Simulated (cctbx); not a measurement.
**Ti9B8Ru18Pt2: precision against data quality**

Space group P4/mbm (no. 127), a = 17.4300 Å, b = 17.4300 Å, c = 3.0420 Å, α = 90.00°, β = 90.00°, γ = 90.00°.

| atom | mult. | x | y | z | Ueq (Å²) |
| --- | --- | --- | --- | --- | --- |
| Pt1 | 4 | 0.0504 | 0.5504 | 1/2 | 0.0054 |
| Ru1 | 8 | 0.5708 | 0.3999 | 0 | 0.0051 |
| Ru2 | 8 | 0.7129 | 0.3341 | 0 | 0.0058 |
| Ru3 | 8 | 0.4479 | 0.1709 | 0 | 0.0050 |
| Ru4 | 4 | 0.0849 | 0.4151 | 0 | 0.0048 |
| Ru5 | 8 | 0.5808 | 0.2461 | 0 | 0.0045 |
| Ti1 | 4 | 0.1733 | 0.6733 | 1/2 | 0.0076 |
| Ti2 | 8 | 0.4678 | 0.3119 | 1/2 | 0.0053 |
| Ti3 | 2 | 1/2 | 1/2 | 1/2 | 0.0076 |
| Ti4 | 4 | 0.1969 | 0.3031 | 1/2 | 0.0077 |
| B1 | 8 | 0.5399 | 0.1630 | 1/2 | 0.0096 |
| B2 | 8 | 0.6228 | 0.3283 | 1/2 | 0.0090 |

The model is made up (kin elements in a known structure type, no relaxation), so it says nothing on whether the phase exists.

Five simulated data sets (cctbx; Ag Kα, λ = 0.56087 Å; 4 % proportional error) differ in resolution or exposure (noise floor 4 counts in the first three, 8 in the last two). Each is refined with the right model, isotropic at 1.1 Å and anisotropic otherwise. How do the figures of merit and the uncertainties move?

```csv
d min (Å),top counts,"⟨I/σ⟩ (unmerged, absences included)",unique,param. (scale apart),Rint,R1,GooF,largest s.u. xyz (fractional),s.u. U of B1 (Å²),largest error (Å)
1.1,40000,11.8,246,30,0.038,0.0081,0.95,0.00045,0.0021,0.0147
0.84,40000,10.9,521,60,0.041,0.0093,0.94,0.00026,0.0020,0.0085
0.6,40000,9.2,1327,60,0.047,0.0103,0.95,0.00015,0.0009,0.0065
0.75,300,0.4,704,60,0.764,0.1078,0.90,0.02277,1.1883,0.2116
0.75,3000,2.5,704,60,0.198,0.0374,0.91,0.00140,0.0109,0.0437
```

The number of reflections grows roughly as 1/d³: 246, 521 and 1327 here. R1 follows the noise rather than the truth: at 300 counts it is 0.1078, at 3000 counts 0.0374, while GooF is 0.90 and 0.91: the weights 1/σ² carry the noise. The s.u. of U (U11 where anisotropic) for B1 goes 0.0021, 0.0020, 0.0009 Å² with resolution and 1.1883, 0.0109 Å² with exposure.

Hardware for the 0.6 Å refinement: 0.62 s on 1 thread of Intel(R) Xeon(R) Platinum 8259CL CPU @ 2.50GHz (Skylake/Cascade Lake), on a shared host, peak memory 0.1 GiB.

[Logs are printed without paths, hosts, clocks, repeated set-up lines and the standing remarks that a program may print on its own settings, such as how far it seeks lower states.]
